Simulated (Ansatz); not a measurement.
PtSe2/PtSe2 (commensurate twisted bilayer), computed twice by G0W0.

The cell holds 42 atoms: 14 Pt and 28 Se. Its edges and angles: a = 9.895 Å, b = 9.895 Å, c = 39.800 Å, α = 90.0°, β = 90.0°, γ = 120.0°. It derives from Pt1Se2. Regions: layer 1 (PtSe2), 21 atoms (7 Pt and 14 Se); layer 2 (PtSe2), 21 atoms (7 Pt and 14 Se). Vacuum lies along c.

The structure was relaxed with PBE-D3(BJ) (ions only). The runs that relaxed it are not among those shown. Spin-orbit coupling is left out unless a run names it.

The first (Ansatz 0.2.0; start PBE, 3×3×1 mesh, 1938 empty bands, screening to 52 eV, PAW set soft_1 files; 1 × NVIDIA GB200 (shared by 2 runs) with 32 threads of Arm Neoverse V2, shared host) gave, on its mesh: starting gap 0.66 eV, G0W0 gap 1.19 eV, mean of 1 + 4πα/V (set by the cell height) 4.65, 3.9 min.

The second gave: starting gap 0.66 eV, G0W0 gap 1.11 eV, mean of 1 + 4πα/V (set by the cell height) 4.77, 86 s.

**Question.** What was changed in the input? Choose among start, files, mesh, bands and cutoff, frequency model or another key.

Changed: empty bands from 1938 to 790 and screening cutoff (eV) from 52.0 to 29. The starting gap stayed, which rules out the functional and points to the GW step. Other changes could give like numbers; this is the one that was made.

Limits: not at the basis limit; coarse mesh for a sheet; no spin polarisation; d states lean on the start; no spin-orbit coupling.

[Runs of the session that timed out or met a known fault of the program may be left out.]

[Cells called generated may have been cut or substituted from an entry of the Crystallography Open Database or the Materials Project.]

[Hosts, paths, dates, database ids (printed as entryN), source tags and the programs' standing remarks are cut or masked in the printed files.]
